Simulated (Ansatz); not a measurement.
# Y2CS2 MXene monolayer in a perpendicular field, part 3 of 4

Aim: how the Y2CS2 MXene monolayer screens a field along its normal, and what the field does to its bands. A positive field points along +c.

Ansatz 0.2.0; plane-wave DFT, LDA, Ansatz PAW (set soft_1); PAW set soft_1 (the session's first sound run).

So far. Step 8 (Single point, field 0.35 V/Å): The dipole is 0.178 e·Å.

### 9. Response, atoms held

This step: plane-wave DFT, LDA, Ansatz PAW (set soft_1); response to a field along the normal, atoms held; PAW set soft_1 (Ansatz 0.2.0).

The dipoles give the slope, and the difference of two potentials shows where the field is screened.

This step gave:

```
equivalent conductor thickness p/(ε₀AE) : 7.580 Å
distance between the outer atoms        : 5.719 Å
```

Table of dipole of the cell by applied field:

| applied field (V/Å) | dipole of the cell (e·Å) |
| --- | --- |
| -0.200 | -0.102 |
| -0.100 | -0.0509 |
| 0.000 | 0 |
| 0.100 | 0.0509 |
| 0.200 | 0.102 |
| 0.350 | 0.178 |

Local field over the applied field, running mean. From the potentials at -0.1 and 0.1 V/Å; running mean over 2.5 Å. The local field over applied field by z:

z (Å), local field over applied field and a bar:
```
     4.00      1.000 ##############################
     4.45      1.000 ##############################
     4.89      0.999 ##############################
     5.34      0.996 ##############################
     5.63      0.991 ##############################
     6.08      0.975 #############################
     6.52      0.936 ############################
     6.97      0.855 ##########################
     7.41      0.725 ######################
     7.86      0.568 #################
     8.30      0.405 ############
     8.75      0.246 #######
     9.04      0.156 ####
     9.49      0.065 #
     9.93      0.029 
    10.38      0.019 
    10.82      0.018 
    11.27      0.028 
    11.71      0.040 #
    12.01      0.040 #
    12.45      0.028 
    12.90      0.018 
    13.34      0.019 
    13.79      0.029 
    14.23      0.065 #
    14.68      0.156 ####
    14.97      0.246 #######
    15.42      0.405 ############
    15.86      0.568 #################
    16.31      0.725 ######################
    16.75      0.855 ##########################
    17.20      0.936 ############################
    17.64      0.975 #############################
    18.09      0.991 ##############################
    18.38      0.996 ##############################
    18.83      0.999 ##############################
    19.27      1.000 ##############################
    19.72      1.000 ##############################
```

Electrons, planar mean, per unit field. Table of induced electron density by z:

```csv
z (Å),induced electron density (e/Å³ per V/Å)
4.00,4.2e-7
4.45,1.4e-6
4.89,4.7e-6
5.34,1.5e-5
5.63,3.3e-5
6.08,1.0e-4
6.52,3.0e-4
6.97,7.9e-4
7.41,0.00182
7.86,0.00327
8.30,0.00360
8.75,0.00150
9.04,7.1e-4
9.49,8.0e-4
9.93,6.2e-5
10.38,-6.5e-4
10.82,-3.6e-4
11.27,2.3e-4
11.71,2.5e-4
12.01,-2.5e-4
12.45,-2.3e-4
12.90,3.6e-4
13.34,6.5e-4
13.79,-6.2e-5
14.23,-8.0e-4
14.68,-7.1e-4
14.97,-0.00150
15.42,-0.00360
15.86,-0.00327
16.31,-0.00182
16.75,-7.9e-4
17.20,-3.0e-4
17.64,-1.0e-4
18.09,-3.3e-5
18.38,-1.5e-5
18.83,-4.7e-6
19.27,-1.4e-6
19.72,-4.2e-7
```

By hand: between -0.1 and 0.1 V/Å the dipole changes by 0.1019 e·Å, a slope of 0.5094 e·Å²/V. A perfect conductor of thickness t has p = ε₀AEt, so t = 180.95 × 0.5094 / 12.162 = 7.58 Å (e/ε₀ = 180.95 V·Å, A in Å²).

The induced dipole is that of a conductor 7.58 Å thick.

### 10. Same geometry, cutoff 420 eV, functional LDA

This step: plane-wave DFT, LDA, Ansatz PAW (set soft_1); PAW set soft_1 (Ansatz 0.2.0).

The geometry is kept and the functional is LDA; other changes against the main runs: SCF threshold 1.0e-10 → 1.0e-09 eV and k-mesh 18×18×1 → 6×6×1.

File input.yaml:

```yaml
crystal:
  lattice:
    - [3.7474398062, 0.0, 0.0]
    - [-1.8737199031, 3.2453780713, 0.0]
    - [0.0, 0.0, 23.7187316724]
  atoms:
    - { symbol: S, position: [0.3333333333, 0.6666666667, 0.3794469335] }
    - { symbol: "Y", position: [0.6666666667, 0.3333333333, 0.4397119623] }
    - { symbol: C, position: [0.0, 0.0, 0.5] }
    - { symbol: "Y", position: [0.3333333333, 0.6666666667, 0.5602880377] }
    - { symbol: S, position: [0.6666666667, 0.3333333333, 0.6205530665] }
kpoints:
  mp_grid: { grid: [6, 6, 1] }
hamiltonian:
  xc: lda
  pseudopotentials: { kind: paw, azcp: { folder: soft_1 }, xc_functional: pbe }
scf:
  occupations: { method: fermi_dirac, width: 0.05 }
  convergence: { dr2_threshold: 1.0e-09 }
efield:
  axis: 3
  dipole_correction: true
  ramp_position: 0.9473
  ramp_width: 0.1054
  amplitude: 0.1
output:
  write_potential: true
  write_density: true
  volumetric_format: npy
```

Command:

```bash
ansatz run input.yaml --threads 4 --pin off --max-ram 6144MiB --backend cpu --events-out ev --progress --plain --runs-dir out
```

Numbers of over 12 decimals in the logs are rounded to 6 here.

Log:

```text
[...]
Crystal: 5 atoms, lattice volume = 288.464 Å³
Basis set: ecut = 420 eV, 5659 PW (Γ)
Bands: 24, of which v1, the nominal top of the filled ones, is band 19 counted from 1 (18 counted from 0)
Symmetry: 6 space group operations
k-points: 7 of 36 (time reversal used)
[...]
SCF iter   1: F=—  HF=-9478.947116 eV  |F-HF|=—  |Δ(HF+E_count)|=         —  Δρ=3.93e-2  dr2=1.32e1  ethr=3.10e-3  p=0.053 e·Å  D=3.30e-2 V/Å  ΔV_dip=-0.78 eV  dr2_dipole=1.91e-3  V_vac-E_F(+/−)=10.09/8.82 eV  ⟨swp⟩=9.3  Hψ=1043  notcnv=0
[...]
SCF iter  12: F=-9476.958971 eV  HF=-9476.958971 eV  |F-HF|=2.55e-11  |Δ(HF+E_count)|=  1.27e-10  Δρ=1.52e-7  dr2=1.49e-10  ethr=2.63e-12  p=0.051 e·Å  D=3.19e-2 V/Å  ΔV_dip=-0.76 eV  dr2_dipole=4.20e-11  V_vac-E_F(+/−)=7.51/6.21 eV  ⟨swp⟩=2.3  Hψ=319  notcnv=0
SCF 1 converged in 12 iterations: F = -9476.958971 eV  dr2 = 1.49e-10
[...]
SCF converged after 12 iterations
Free energy (F): -9476.958971 eV
[...]
Internal energy: -9476.923984 eV  (E = F + TS)
E sigma→0 (E₀):  -9476.941478 eV
Entropy (-TS):   -0.034986 eV (-6.997 meV/atom)
Fermi energy:    -1.850743 eV
Dipole field:    D = 0.031908 V/Å  (p = 0.050867 e·Å, saw-weighted, corrected)
Work function:   not extracted (applied field tilts the vacuum); planar V_es + V_field profile in the machine report
[...]
--- Band table (eV; the first three rows and the last of 7) ---
  k-point 0: bands = [... 15 lower, -2.7510, -2.7510, -1.4394, -1.0621, -1.0621, 1.4662, 1.4662, 1.9987, ... 1 higher]
  k-point 1: bands = [... 15 lower, -2.9046, -2.7607, -2.1267, -1.4940, -1.2848, 1.0193, 2.0843, 2.2448, ... 1 higher]
  k-point 2: bands = [... 15 lower, -3.1666, -2.8273, -2.4444, -1.7939, -1.7342, 0.3257, 2.4346, 3.1373, ... 1 higher]
  k-point 6: bands = [... 15 lower, -3.0643, -3.0507, -2.5067, -2.5039, -2.4886, 2.2819, 2.2853, 2.4772, ... 1 higher]
```

Run time: 2.2 s. Hardware: 4 threads of Arm Neoverse V1, shared host; peak memory 0.48 GiB; 7.8 s of CPU time.

Numbers from this step:

- energy at zero smearing: -9476.9415 eV
- dipole along the normal: 0.05087 e·Å

The dipole is 0.0509 e·Å.

### 11. Same geometry, cutoff 420 eV, functional LDA (run 2)

The same run in the opposite field.

input.yaml, as its differences from that of step 10:

```diff
@@ -24,3 +24,3 @@
   ramp_width: 0.1054
-  amplitude: 0.1
+  amplitude: -0.1
 output:
```

Log:

```text
[...]
Crystal: 5 atoms, lattice volume = 288.464 Å³
Basis set: ecut = 420 eV, 5659 PW (Γ)
Bands: 24, of which v1, the nominal top of the filled ones, is band 19 counted from 1 (18 counted from 0)
Symmetry: 6 space group operations
k-points: 7 of 36 (time reversal used)
[...]
k-point 0: bands = [... 15 lower, -2.7510, -2.7510, -1.4394, -1.0621, -1.0621, 1.4662, 1.4662, 1.9987, ... 1 higher]
  k-point 1: bands = [... 15 lower, -2.9046, -2.7607, -2.1267, -1.4940, -1.2848, 1.0193, 2.0843, 2.2448, ... 1 higher]
  k-point 2: bands = [... 15 lower, -3.1666, -2.8273, -2.4444, -1.7939, -1.7342, 0.3257, 2.4346, 3.1373, ... 1 higher]
  k-point 6: bands = [... 15 lower, -3.0643, -3.0507, -2.5067, -2.5039, -2.4886, 2.2819, 2.2853, 2.4772, ... 1 higher]
[key lines of the parts left out:]
SCF converged after 12 iterations
Free energy (F): -9476.958971 eV
Fermi energy:    -1.850743 eV
Dipole field:    D = -0.031908 V/Å  (p = -0.050866 e·Å, saw-weighted, corrected)
```

The job ended after 2.2 s (4 threads; peak memory 0.48 GiB).

The dipole is -0.0509 e·Å.

### 12. Response at this level

This step: plane-wave DFT, LDA, Ansatz PAW (set soft_1); response to a field along the normal, atoms held; PAW set soft_1 (Ansatz 0.2.0).

The two signs of the field give the slope at this level.

Numbers from this step:

* equivalent conductor thickness p/(ε₀AE): 7.568 Å

The induced dipole is that of a conductor 7.57 Å thick.

### 13. Same geometry, cutoff 420 eV, functional PBE

This step: plane-wave DFT, PBE, Ansatz PAW (set soft_1); PAW set soft_1 (Ansatz 0.2.0).

The geometry is kept and the functional is PBE; other changes against the main runs: SCF threshold 1.0e-10 → 1.0e-09 eV and k-mesh 18×18×1 → 6×6×1.

input.yaml, as its differences from that of step 11:

```diff
@@ -14,4 +14,4 @@
 hamiltonian:
-  xc: lda
-  pseudopotentials: { kind: paw, azcp: { folder: soft_1 }, xc_functional: pbe }
+  xc: pbe
+  pseudopotentials: { kind: paw, azcp: { folder: soft_1 } }
 scf:
@@ -24,3 +24,3 @@
   ramp_width: 0.1054
-  amplitude: -0.1
+  amplitude: 0.1
 output:
```

Log:

```text
[...]
Crystal: 5 atoms, lattice volume = 288.464 Å³
Basis set: ecut = 420 eV, 5659 PW (Γ)
Bands: 24, of which v1, the nominal top of the filled ones, is band 19 counted from 1 (18 counted from 0)
Symmetry: 6 space group operations
k-points: 7 of 36 (time reversal used)
[...]
k-point 0: bands = [... 15 lower, -2.5544, -2.5544, -1.2195, -0.8712, -0.8712, 1.7765, 1.7765, 2.2996, ... 1 higher]
  k-point 1: bands = [... 15 lower, -2.7076, -2.5647, -1.9005, -1.2887, -1.0805, 1.3231, 2.3884, 2.5412, ... 1 higher]
  k-point 2: bands = [... 15 lower, -2.9613, -2.6296, -2.2266, -1.5909, -1.5251, 0.6281, 2.7598, 3.4391, ... 1 higher]
  k-point 6: bands = [... 15 lower, -2.8633, -2.8492, -2.3004, -2.2979, -2.2651, 2.5813, 2.5844, 2.7739, ... 1 higher]
[key lines of the parts left out:]
SCF converged after 12 iterations
Free energy (F): -9756.182690 eV
Fermi energy:    -1.644743 eV
Dipole field:    D = 0.031851 V/Å  (p = 0.050775 e·Å, saw-weighted, corrected)
```

Wall time 2.2 s (4 threads); peak memory 0.49 GiB.

The dipole is 0.0508 e·Å.

### 14. Same geometry, cutoff 420 eV, functional PBE (run 2)

The same run in the opposite field.

input.yaml, as its differences from that of step 13:

```diff
@@ -24,3 +24,3 @@
   ramp_width: 0.1054
-  amplitude: 0.1
+  amplitude: -0.1
 output:
```

Log:

```text
[...]
Crystal: 5 atoms, lattice volume = 288.464 Å³
Basis set: ecut = 420 eV, 5659 PW (Γ)
Bands: 24, of which v1, the nominal top of the filled ones, is band 19 counted from 1 (18 counted from 0)
Symmetry: 6 space group operations
k-points: 7 of 36 (time reversal used)
[...]
k-point 0: bands = [... 15 lower, -2.5544, -2.5544, -1.2195, -0.8712, -0.8712, 1.7765, 1.7765, 2.2996, ... 1 higher]
  k-point 1: bands = [... 15 lower, -2.7076, -2.5647, -1.9005, -1.2887, -1.0805, 1.3231, 2.3884, 2.5412, ... 1 higher]
  k-point 2: bands = [... 15 lower, -2.9613, -2.6296, -2.2266, -1.5909, -1.5251, 0.6281, 2.7598, 3.4391, ... 1 higher]
  k-point 6: bands = [... 15 lower, -2.8633, -2.8492, -2.3004, -2.2979, -2.2651, 2.5813, 2.5844, 2.7739, ... 1 higher]
[key lines of the parts left out:]
SCF converged after 12 iterations
Free energy (F): -9756.182690 eV
Fermi energy:    -1.644743 eV
Dipole field:    D = -0.031850 V/Å  (p = -0.050774 e·Å, saw-weighted, corrected)
```

Elapsed: 2.2 s, on 4 threads; peak memory 0.49 GiB; 8.1 s of CPU time.

The dipole is -0.0508 e·Å.

### 15. Response at this level

This step: plane-wave DFT, PBE, Ansatz PAW (set soft_1); response to a field along the normal, atoms held; PAW set soft_1 (Ansatz 0.2.0).

The induced dipole is that of a conductor 7.55 Å thick.

### 16. Same geometry, cutoff 500 eV, functional r2SCAN

This step: plane-wave DFT, r2SCAN, Ansatz PAW (set soft_1); PAW set soft_1 (Ansatz 0.2.0).

The geometry is kept and the functional is r2SCAN; other changes against the main runs: SCF threshold 1.0e-10 → 1.0e-09 eV, cutoff 420 → 500 and k-mesh 18×18×1 → 6×6×1.

input.yaml, as its differences from that of step 14:

```diff
@@ -14,3 +14,3 @@
 hamiltonian:
-  xc: pbe
+  xc: r2scan
   pseudopotentials: { kind: paw, azcp: { folder: soft_1 } }
@@ -24,3 +24,3 @@
   ramp_width: 0.1054
-  amplitude: -0.1
+  amplitude: 0.1
 output:
```

Log:

```text
[...]
Crystal: 5 atoms, lattice volume = 288.464 Å³
Basis set: ecut = 500 eV, 7299 PW (Γ), exchange–correlation on 120×120×720 points (64 copies of the dense FFT grid, shifted against one another)
Bands: 24, of which v1, the nominal top of the filled ones, is band 19 counted from 1 (18 counted from 0)
Symmetry: 6 space group operations
k-points: 7 of 36 (time reversal used)
[...]
k-point 0: bands = [... 15 lower, -2.8502, -2.8502, -1.4193, -1.1133, -1.1133, 1.9191, 1.9191, 2.4939, ... 1 higher]
  k-point 1: bands = [... 15 lower, -2.9907, -2.8641, -2.1332, -1.5276, -1.2893, 1.4667, 2.5497, 2.7108, ... 1 higher]
  k-point 2: bands = [... 15 lower, -3.2763, -2.9327, -2.4705, -1.8495, -1.7535, 0.7440, 2.9533, 3.6429, ... 1 higher]
  k-point 6: bands = [... 15 lower, -3.1572, -3.1413, -2.5738, -2.5716, -2.4981, 2.7610, 2.7641, 2.9596, ... 1 higher]
[key lines of the parts left out:]
SCF converged after 13 iterations
Free energy (F): -9787.268529 eV
Fermi energy:    -1.891660 eV
Dipole field:    D = 0.031710 V/Å  (p = 0.050550 e·Å, saw-weighted, corrected)
```

Run time: 6.3 s. Hardware: 4 threads; peak memory 1 GiB.

The dipole is 0.0505 e·Å.

### 17. Same geometry, cutoff 500 eV, functional r2SCAN (run 2)

The same run in the opposite field.

input.yaml, as its differences from that of step 16:

```diff
@@ -24,3 +24,3 @@
   ramp_width: 0.1054
-  amplitude: 0.1
+  amplitude: -0.1
 output:
```

Log:

```text
[...]
Crystal: 5 atoms, lattice volume = 288.464 Å³
Basis set: ecut = 500 eV, 7299 PW (Γ), exchange–correlation on 120×120×720 points (64 copies of the dense FFT grid, shifted against one another)
Bands: 24, of which v1, the nominal top of the filled ones, is band 19 counted from 1 (18 counted from 0)
Symmetry: 6 space group operations
k-points: 7 of 36 (time reversal used)
[...]
k-point 0: bands = [... 15 lower, -2.8502, -2.8502, -1.4193, -1.1133, -1.1133, 1.9191, 1.9191, 2.4939, ... 1 higher]
  k-point 1: bands = [... 15 lower, -2.9907, -2.8641, -2.1332, -1.5276, -1.2893, 1.4667, 2.5497, 2.7108, ... 1 higher]
  k-point 2: bands = [... 15 lower, -3.2763, -2.9327, -2.4705, -1.8495, -1.7535, 0.7440, 2.9533, 3.6429, ... 1 higher]
  k-point 6: bands = [... 15 lower, -3.1572, -3.1413, -2.5738, -2.5716, -2.4981, 2.7610, 2.7641, 2.9596, ... 1 higher]
[key lines of the parts left out:]
SCF converged after 13 iterations
Free energy (F): -9787.268529 eV
Fermi energy:    -1.891659 eV
Dipole field:    D = -0.031709 V/Å  (p = -0.050549 e·Å, saw-weighted, corrected)
```

The job ended after 6.3 s (4 threads; peak memory 1 GiB; 24 s of CPU time).

The dipole is -0.0505 e·Å.

### 18. Response at this level

This step: plane-wave DFT, r2SCAN, Ansatz PAW (set soft_1); response to a field along the normal, atoms held; PAW set soft_1 (Ansatz 0.2.0).

The induced dipole is that of a conductor 7.52 Å thick.

### 19. Same geometry, cutoff 420 eV, functional HSE06

This step: plane-wave DFT, HSE06, Ansatz PAW (set soft_1); PAW set soft_1 (Ansatz 0.2.0).

The geometry is kept and the functional is HSE06; other changes against the main runs: SCF threshold 1.0e-10 → 1.0e-09 eV and k-mesh 18×18×1 → 6×6×1.

input.yaml, as its differences from that of step 17:

```diff
@@ -14,3 +14,3 @@
 hamiltonian:
-  xc: r2scan
+  xc: hse06
   pseudopotentials: { kind: paw, azcp: { folder: soft_1 } }
@@ -24,3 +24,3 @@
   ramp_width: 0.1054
-  amplitude: -0.1
+  amplitude: 0.1
 output:
```

Log:

```text
[...]
Crystal: 5 atoms, lattice volume = 288.464 Å³
Basis set: ecut = 420 eV, 5659 PW (Γ)
Bands: 24, of which v1, the nominal top of the filled ones, is band 19 counted from 1 (18 counted from 0)
Symmetry: 6 space group operations
k-points: 7 of 36 (time reversal used)
[...]
k-point 0: bands = [... 15 lower, -3.2204, -3.2204, -1.3718, -1.2710, -1.2710, 2.2023]
  k-point 1: bands = [... 15 lower, -3.3931, -3.2415, -2.4393, -1.7426, -1.2656, 1.6681]
  k-point 2: bands = [... 15 lower, -3.7025, -3.3281, -2.8178, -2.1659, -1.8671, 0.8910]
  k-point 6: bands = [... 15 lower, -3.6065, -3.5924, -2.9889, -2.9834, -2.7054, 3.0271]
  guard bands above this table: 3 of the run's 24 bands. The solve was not asked for them (output.publish_guard_bands: true or output.eigenvalues: true publishes all)
[key lines of the parts left out:]
Free energy (F): -9761.840921 eV
Fermi energy:    -2.162119 eV
Dipole field:    D = 0.031695 V/Å  (p = 0.050526 e·Å, saw-weighted, corrected)
```

The job ended after 39 s (4 threads; peak memory 3.6 GiB).

The dipole is 0.0505 e·Å.

### 20. Same geometry, cutoff 420 eV, functional HSE06 (run 2)

The same run in the opposite field.

input.yaml, as its differences from that of step 19:

```diff
@@ -24,3 +24,3 @@
   ramp_width: 0.1054
-  amplitude: 0.1
+  amplitude: -0.1
 output:
```

Log:

```text
[...]
Crystal: 5 atoms, lattice volume = 288.464 Å³
Basis set: ecut = 420 eV, 5659 PW (Γ)
Bands: 24, of which v1, the nominal top of the filled ones, is band 19 counted from 1 (18 counted from 0)
Symmetry: 6 space group operations
k-points: 7 of 36 (time reversal used)
[...]
--- Band table (eV; the first three rows and the last of 7) ---
  k-point 0: bands = [... 15 lower, -3.2204, -3.2204, -1.3718, -1.2710, -1.2710, 2.2023]
  k-point 1: bands = [... 15 lower, -3.3931, -3.2415, -2.4393, -1.7426, -1.2656, 1.6681]
  k-point 2: bands = [... 15 lower, -3.7025, -3.3281, -2.8178, -2.1659, -1.8671, 0.8910]
  k-point 6: bands = [... 15 lower, -3.6065, -3.5924, -2.9888, -2.9834, -2.7054, 3.0272]
[...]
[key lines of the parts left out:]
Free energy (F): -9761.840921 eV
Fermi energy:    -2.162114 eV
Dipole field:    D = -0.031686 V/Å  (p = -0.050513 e·Å, saw-weighted, corrected)
```

Run time: 36 s. Hardware: 4 threads; peak memory 3.6 GiB.

The dipole is -0.0505 e·Å.

### 21. Comparing the runs

Times are for 4 threads of Arm Neoverse V1, shared host. The runs compared:

```csv
no.,functional,field,dipole along the normal (e·Å),time,memory (GiB)
1,lda,0.1 V/Å,0.05087,2.2 s,0.48
2,lda,-0.1 V/Å,-0.05087,2.2 s,0.48
3,pbe,0.1 V/Å,0.05077,2.2 s,0.49
4,pbe,-0.1 V/Å,-0.05077,2.2 s,0.49
5,r2scan,0.1 V/Å,0.05055,6.3 s,1.0
6,r2scan,-0.1 V/Å,-0.05055,6.3 s,1.0
7,hse06,0.1 V/Å,0.05053,39 s,3.6
8,hse06,-0.1 V/Å,-0.05051,36 s,3.6
```

### 22. Response at this level

This step: plane-wave DFT, HSE06, Ansatz PAW (set soft_1); response to a field along the normal, atoms held; PAW set soft_1 (Ansatz 0.2.0).

The induced dipole is that of a conductor 7.52 Å thick.

(Part 3 of 4 ends here.)

[Logs are printed without paths, hosts, clocks, repeated set-up lines and the standing remarks that a program may print on its own settings, such as how far it seeks lower states.]

[Hosts, paths, dates, database ids (printed as entryN), source tags and the programs' standing remarks are cut or masked in the printed files.]

[Maps of the electrostatic potential energy from Ansatz leave out the sawtooth potential of an applied field or a dipole correction, so their vacuum need not be flat; planar profiles and work functions include it.]
